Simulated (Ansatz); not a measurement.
# Phonons of BN (P6_3/mmc) against volume

Wanted: Grüneisen parameters and pressure coefficients of the modes of BN (P6_3/mmc).

Method: DFT PBE+D3(BJ), scalar-relativistic, plane waves, PAW; PAW set soft_1, in Ansatz 0.2.0.

The experiments to compare with:

For BN, hexagonal layered, AA' stacking (commercial high-purity powder, 300 K), “Anisotropic thermo-mechanical response of layered hexagonal boron nitride and black phosphorus: application as a simultaneous pressure and temperature sensor” (2023, arxiv:2307.07533) gives, by synchrotron powder XRD, Le Bail: lattice constant a (a at 300 K) 2.5069 ± 0.0002 Å [300 K value from polynomial fit to temperature-dependent data]; lattice constant c (c at 300 K) 6.6706 ± 0.0007 Å [300 K value from linear fit to temperature-dependent data].

Report form: the programs' logs are mostly left out.

The database entry behind the starting cell differs from later determinations by our own check (about 0.3 % short, minor phase), so it need not match the best structure at ambient conditions.

### 1. The starting structure

The structure is hexagonal, space group P6_3/mmc (No. 194). The conventional cell has a = 2.498 Å, b = 2.498 Å, c = 6.636 Å, α = 90.00°, β = 90.00°, γ = 120.00°. Nearest to B lie 3 N at 1.44 Å. Nearest to N lie 3 B at 1.44 Å. Farther neighbours and most contacts between anions are not listed.

### 2. Bringing the structure to rest

The cell and atoms are relaxed, since residual forces and stress would shift the frequencies.

Input file input.yaml:

```yaml
crystal:
  lattice:
    - [2.49824, 0.0, 0.0]
    - [-1.24912, 2.1635393048, 0.0]
    - [0.0, 0.0, 6.6357]
  atoms:
    - { symbol: B, position: [0.33333333, 0.66666667, 0.25] }
    - { symbol: B, position: [0.66666667, 0.33333333, 0.75] }
    - { symbol: "N", position: [0.33333333, 0.66666667, 0.75] }
    - { symbol: "N", position: [0.66666667, 0.33333333, 0.25] }
kpoints:
  mp_grid: { grid: [12, 12, 4] }
hamiltonian:
  xc: pbe
  dispersion: d3bj
  pseudopotentials: { kind: paw, azcp: { folder: soft_1 } }
scf:
  occupations: { method: gaussian, width: 0.02 }
output:
  forces: true
  stress: true
  eigenvalues: true
relax:
  adjacent_minimum: "off"
  f_tol: 0.005
  max_steps: 80
  cell: { stress_tol: 0.05 }
```

Launch:

```console
$ ansatz run input.yaml --threads 4 --pin off --max-ram 16384MiB --backend cpu --events-out ev --progress --plain --runs-dir out
```

It took 2.3 s on 4 threads of Intel Xeon Platinum 8259CL at 2.50GHz (Skylake/Cascade Lake), shared host; peak memory 0.39 GiB; 7.7 s of CPU time.

Relaxation path:

```tsv
step	energy less that of the first step (eV)	largest force component (eV/Å)	pressure (GPa)	volume (Å³)
1	0.0000	0.0000	2.16	35.87
2	-0.0019	0.0000	0.78	35.93
3	-0.0021	0.0000	0.01	35.98
4*	-0.0022	0.0000	0.03	35.98
```

Relaxation steps marked * repeat the geometry before them on a plane-wave basis chosen anew for their cell, so energy and pressure can jump there.

The run keeps the 24 symmetry operations that it works with, so distortions that break them were not tested.

```tsv
conventional cell, symmetrised	before	after	change
a (Å)	2.498	2.506	+0.3 %
b (Å)	2.498	2.506	+0.3 %
c (Å)	6.636	6.616	-0.3 %
volume (Å³/atom)	8.97	8.99	+0.3 %
```

Final coordinates:

```
B N
1.0
     2.50568    0.00000    0.00000
    -1.25284    2.16999    0.00000
     0.00000    0.00000    6.61648
B N
2 2
Direct
  0.33333 0.66667 0.25000
  0.66667 0.33333 0.75000
  0.33333 0.66667 0.75000
  0.66667 0.33333 0.25000
```

This step gave:

```
pressure          : 0.02564 GPa
gap on the k-mesh : 4.272 eV
volume per atom   : 8.994 Å³
```

In this step the volume went from 8.97 to 8.99 Å³/atom.

### 3. Tight relaxation

Phonons need small forces and stress, so the relaxation is finished with tight tolerances on 12×12×4 k points.

input.yaml, the sections that differ from step 2:

```yaml
crystal:
  lattice:
    - [2.5056832434, 0.0, 0.0]
    - [-1.2528416217, 2.1699853426, 0.0]
    - [0.0, 0.0, 6.6164831454]
  atoms:
    - { symbol: B, position: [0.3333333333, 0.6666666667, 0.25] }
    - { symbol: B, position: [0.6666666667, 0.3333333333, 0.75] }
    - { symbol: "N", position: [0.3333333333, 0.6666666667, 0.75] }
    - { symbol: "N", position: [0.6666666667, 0.3333333333, 0.25] }
scf:
  occupations: { method: fixed }
relax:
  adjacent_minimum: "off"
  f_tol: 0.001
  max_steps: 60
  cell: { stress_tol: 0.01 }
# kpoints, hamiltonian, output: as in step 2
```

Wall time 2.1 s (4 threads); peak memory 0.39 GiB; 7.1 s of CPU time.

Little changed from the start: no atom moved by 0.005 Å and no cell edge by 0.1 %.

This step gave:

```yaml
pressure: -3.85e-4 GPa
gap_on_the_k_mesh: 4.271 eV
volume_per_atom: 8.992 Å³
```

The forces vanish by symmetry and the pressure is 0.000 GPa, within the tolerances set. The cell now holds 8.99 Å³/atom.

### 4. Zone-centre response at rest

The modes at rest are the reference of the series, and the response to a field gives the dielectric tensor and the Born charges.

input.yaml, the sections that differ from step 3:

```yaml
crystal:
  lattice:
    - [2.5057811762, 0.0, 0.0]
    - [-1.2528905881, 2.170070155, 0.0]
    - [0.0, 0.0, 6.6148819158]
  atoms:
    - { symbol: B, position: [0.3333333333, 0.6666666667, 0.25] }
    - { symbol: B, position: [0.6666666667, 0.3333333333, 0.75] }
    - { symbol: "N", position: [0.3333333333, 0.6666666667, 0.75] }
    - { symbol: "N", position: [0.6666666667, 0.3333333333, 0.25] }
output:
  eigenvalues: true
phonons:
  method: dfpt
  dielectric: true
  rigid_motions: translations
  raman: true
# kpoints, hamiltonian, scf: as in step 3
# relax: removed
```

The job ended after 1.9 min (4 threads; peak memory 1.5 GiB).

This step gave:

| Quantity | Value |
| --- | --- |
| sum-rule residual before enforcement | 1.25e-5 eV/Å² |
| miss of the charge sum rule | 1.96e-5 e |
| point group | 6/mmm |
| highest optical mode at the zone centre (no LO-TO term) | 1355 cm⁻¹ |
| lowest optical zone-centre mode | 46.24 cm⁻¹ |
| mean high-frequency dielectric constant | 4.078 |
| largest Born charge (third of the trace) | 2.062 e |
| mean static dielectric constant | 5.434 |
| top of the zone-centre spectrum with the field | 1591 cm⁻¹ |

Without the LO-TO term. Patterns of degenerate modes are one choice out of their space. Modes at Γ, with each element's share of the kinetic energy:

```tsv
mode	frequency (cm⁻¹)	symmetry	B %	N %
1	0.0	acoustic	44	56
2	0.0	acoustic	44	56
3	0.0	acoustic	44	56
4	46.2	E2g	44	56
5	46.2	E2g	44	56
6	118.8	B1g	44	56
7	743.2	A2u	56	44
8	795.5	B1g	56	44
9	1354.5	not assigned	56	44
10	1354.5	not assigned	56	44
11	1354.6	not assigned	56	44
12	1354.6	not assigned	56	44
```

Displacements in mode 5 (46.2 cm⁻¹), the largest set to 1:
```
B1  -0.20 -1.00  0.00
B2   0.20  1.00  0.00
N3   0.20  1.00  0.00
N4  -0.20 -1.00  0.00
```

Displacements in mode 10 (1354.5 cm⁻¹), the largest set to 1:
```
B1  -1.00  0.00  0.00
B2   1.00  0.00  0.00
N3  -0.77  0.00  0.00
N4   0.77  0.00  0.00
```

Optical modes at the zone centre, without and with the macroscopic field of the longitudinal modes; each column is sorted by frequency, so a row need not hold one and the same mode. Modes with and without the field, by row:

```tsv
rank among optical modes	no field (cm⁻¹)	q along (1, 0, 0) (cm⁻¹)	q along (0, 0, 1) (cm⁻¹)
1	46.2	46.2	46.2
2	46.2	46.2	46.2
3	118.8	118.8	118.8
4	743.2	743.2	795.5
5	795.5	795.5	803.9
6	1354	1354	1354
7	1354	1354	1354
8	1355	1355	1355
9	1355	1590	1355
```

Born charge (rows field, columns displacement) (e), principal values of the symmetric part by kind of site:

```tsv
atom	atoms with these values	low	middle	high	mean
B1	2	0.75	2.72	2.72	2.06
N3	2	-2.72	-2.72	-0.75	-2.06
```

In full for N3:

```
-2.72  0.00  0.00
 0.00 -2.72  0.00
 0.00  0.00 -0.75
```

High-frequency dielectric tensor:

```
4.76 0.00 0.00
0.00 4.76 0.00
0.00 0.00 2.71
```

Static dielectric tensor (ions relaxed, fixed cell):

```
6.57 0.00 0.00
0.00 6.57 0.00
0.00 0.00 3.17
```

Transverse modes. Infrared lines, with heights relative to the strongest:

```tsv
position (cm⁻¹)	relative intensity
46	0.0
119	0.0
743	3.8
796	0.0
1354	0.0
1355	100
```

Activity x (w_L - w)^4 (n + 1)/w, 532 nm, 300 K; modes without the macroscopic field alone. Lines of the Raman spectrum (strongest = 100):

```tsv
position (cm⁻¹)	relative intensity
46	1.7
119	0.0
743	0.0
796	0.0
1354	100
1355	0.0
```

Before it was imposed, the acoustic sum rule was missed by 1.3e-5 eV/Å² and the charge sum rule by 2.0e-5 e. Small misses are needed for a sound result but don't prove that mesh and cutoff are converged. The lowest optical mode is real, 46.2 cm⁻¹.

### 5. Relaxation of a member: 1.06 times the volume at rest

The cell is set to 1.06 times the volume at rest, and shape and atoms relax at that volume.

input.yaml, the sections that differ from step 4:

```yaml
crystal:
  lattice:
    - [2.5240612789, 0.0, 0.0]
    - [-1.2620306395, 2.1859011883, 0.0]
    - [0.0, 0.0, 6.9105793342]
  atoms:
    - { symbol: B, position: [0.3333333333, 0.6666666667, 0.25] }
    - { symbol: B, position: [0.6666666667, 0.3333333333, 0.75] }
    - { symbol: "N", position: [0.3333333333, 0.6666666667, 0.75] }
    - { symbol: "N", position: [0.6666666667, 0.3333333333, 0.25] }
output:
  forces: true
  stress: true
  eigenvalues: true
relax:
  adjacent_minimum: "off"
  f_tol: 0.001
  max_steps: 60
  cell: { stress_tol: 0.01, fix: [volume] }
# kpoints, hamiltonian, scf: as in step 4
# phonons: removed
```

The job ended after 4.3 s (4 threads; peak memory 0.39 GiB).

The steps of the relaxation:

```tsv
step	energy less that of the first step (eV)	largest force component (eV/Å)	pressure (GPa)	volume (Å³)
1	0.0000	0.0000	-5.11	38.13
2	-0.0075	0.0000	-2.67	38.13
3	-0.0087	0.0000	-1.22	38.13
4	-0.0087	0.0000	-1.23	38.13
5*	-0.0089	0.0000	-1.22	38.13
6	-0.0089	0.0000	-1.18	38.13
7	-0.0089	0.0000	-1.16	38.13
8*	-0.0089	0.0000	-1.16	38.13
```

Relaxation steps marked * repeat the geometry before them on a plane-wave basis chosen anew for their cell, so energy and pressure can jump there.

Forces are held to the 24 operations that the run works with; a distortion that breaks them can't arise in this run.

```tsv
conventional cell, symmetrised	before	after	change
a (Å)	2.524	2.509	-0.6 %
b (Å)	2.524	2.509	-0.6 %
c (Å)	6.911	6.994	+1.2 %
volume (Å³/atom)	9.53	9.53	-0.0 %
```

Final coordinates:

```cif
data_structure
_symmetry_space_group_name_H-M 'P 1'
_symmetry_Int_Tables_number 1
_cell_length_a 2.5089
_cell_length_b 2.5089
_cell_length_c 6.9942
_cell_angle_alpha 90.000
_cell_angle_beta 90.000
_cell_angle_gamma 120.000
_cell_volume 38.13
loop_
_atom_site_label
_atom_site_type_symbol
_atom_site_fract_x
_atom_site_fract_y
_atom_site_fract_z
_atom_site_occupancy
B1 B 0.33333 0.66667 0.25000 1
B2 B 0.66667 0.33333 0.75000 1
N3 N 0.33333 0.66667 0.75000 1
N4 N 0.66667 0.33333 0.25000 1
```

This step gave:

```
pressure          : -1.156 GPa
gap on the k-mesh : 4.347 eV
volume per atom   : 9.532 Å³
```

The forces vanish by symmetry, at a pressure of -1.16 GPa.

### 6. Modes of this member: 1.06 times the volume at rest

The zone-centre modes follow for 1.06 times the volume at rest, with the response to a field.

input.yaml, the sections that differ from step 5:

```yaml
crystal:
  lattice:
    - [2.5089338898, 0.0, 0.0]
    - [-1.2544669449, 2.172800485, 0.0]
    - [0.0, 0.0, 6.9941639815]
  atoms:
    - { symbol: B, position: [0.3333333333, 0.6666666667, 0.25] }
    - { symbol: B, position: [0.6666666667, 0.3333333333, 0.75] }
    - { symbol: "N", position: [0.3333333333, 0.6666666667, 0.75] }
    - { symbol: "N", position: [0.6666666667, 0.3333333333, 0.25] }
output:
  eigenvalues: true
phonons:
  method: dfpt
  dielectric: true
  rigid_motions: translations
# kpoints, hamiltonian, scf: as in step 5
# relax: removed
```

Elapsed: 13 s, on 4 threads; peak memory 0.61 GiB.

Numbers from this step:

* sum-rule residual before enforcement: 4.55e-5 eV/Å²
* miss of the charge sum rule: 1.91e-5 e
* highest optical mode at the zone centre (no LO-TO term): 1348 cm⁻¹
* lowest optical zone-centre mode: 34.7 cm⁻¹
* mean high-frequency dielectric constant: 3.880
* largest Born charge (third of the trace): 2.029 e
* mean static dielectric constant: 5.131
* top of the zone-centre spectrum with the field: 1581 cm⁻¹

Without the LO-TO term. Patterns of degenerate modes are one choice out of their space. Modes at Γ, with each element's share of the kinetic energy:

```tsv
mode	frequency (cm⁻¹)	symmetry	B %	N %
1	0.0	acoustic	44	56
2	0.0	acoustic	44	56
3	0.0	acoustic	44	56
4	34.7	E2g	44	56
5	34.7	E2g	44	56
6	80.1	B1g	44	56
7	755.7	A2u	56	44
8	797.3	B1g	56	44
9	1347.9	E2g	56	44
10	1347.9	E2g	56	44
11	1348.0	E1u	56	44
12	1348.0	E1u	56	44
```

Transverse modes. Lines of the infrared spectrum (strongest = 100):

```tsv
position (cm⁻¹)	lines merged	relative intensity
35	1	0.0
80	1	0.0
756	1	2.9
797	1	0.0
1348	2	100
```

Without the LO-TO term the lowest optical mode is real, 34.7 cm⁻¹, and the highest lies at 1348.0 cm⁻¹.

### 7. A member of the series: 0.9 times the volume at rest

The cell is set to 0.9 times the volume at rest, and shape and atoms relax at that volume.

input.yaml, the sections that differ from step 6:

```yaml
crystal:
  lattice:
    - [2.4799451555, 0.0, 0.0]
    - [-1.2399725778, 2.1476955047, 0.0]
    - [0.0, 0.0, 6.0780845533]
  atoms:
    - { symbol: B, position: [0.3333333333, 0.6666666667, 0.25] }
    - { symbol: B, position: [0.6666666667, 0.3333333333, 0.75] }
    - { symbol: "N", position: [0.3333333333, 0.6666666667, 0.75] }
    - { symbol: "N", position: [0.6666666667, 0.3333333333, 0.25] }
output:
  forces: true
  stress: true
  eigenvalues: true
relax:
  adjacent_minimum: "off"
  f_tol: 0.001
  max_steps: 60
  cell: { stress_tol: 0.01, fix: [volume] }
# kpoints, hamiltonian, scf: as in step 6
# phonons: removed
```

The job ended after 4.2 s (4 threads; peak memory 0.38 GiB; 13 s of CPU time).

Step by step:

```tsv
step	energy less that of the first step (eV)	largest force component (eV/Å)	pressure (GPa)	volume (Å³)
1	0.0000	0.0000	9.78	32.37
2	-0.0096	0.0000	6.51	32.37
3	-0.0108	0.0000	4.96	32.37
4*	-0.0108	0.0000	4.96	32.37
5	-0.0108	0.0000	4.90	32.37
6*	-0.0108	0.0000	4.90	32.37
```

Relaxation steps marked * repeat the geometry before them on a plane-wave basis chosen anew for their cell, so energy and pressure can jump there.

Forces are held to the 24 operations that the run works with; a distortion that breaks them can't arise in this run.

```tsv
conventional cell, symmetrised	before	after	change
a (Å)	2.480	2.496	+0.6 %
b (Å)	2.480	2.496	+0.6 %
c (Å)	6.078	6.002	-1.2 %
volume (Å³/atom)	8.09	8.09	-0.0 %
```

The relaxed structure:

```xyz
4
Lattice="2.4955 0.0000 0.0000 -1.2478 2.1612 0.0000 0.0000 0.0000 6.0025" Properties=species:S:1:pos:R:3 pbc="T T T"
B     0.0000    1.4408    1.5006
B     1.2478    0.7204    4.5018
N     0.0000    1.4408    4.5018
N     1.2478    0.7204    1.5006
```

This step gave:

| Item | Value |
| --- | --- |
| pressure | 4.903 GPa |
| gap on the k-mesh | 4.106 eV |
| volume per atom | 8.093 Å³ |

The forces vanish by symmetry, at a pressure of 4.90 GPa.

[end of part 1 of 2]

[Logs are printed without paths, hosts, clocks, repeated set-up lines and the standing remarks that a program may print on its own settings, such as how far it seeks lower states.]

[Hosts, paths, dates, database ids (printed as entryN), source tags and the programs' standing remarks are cut or masked in the printed files.]
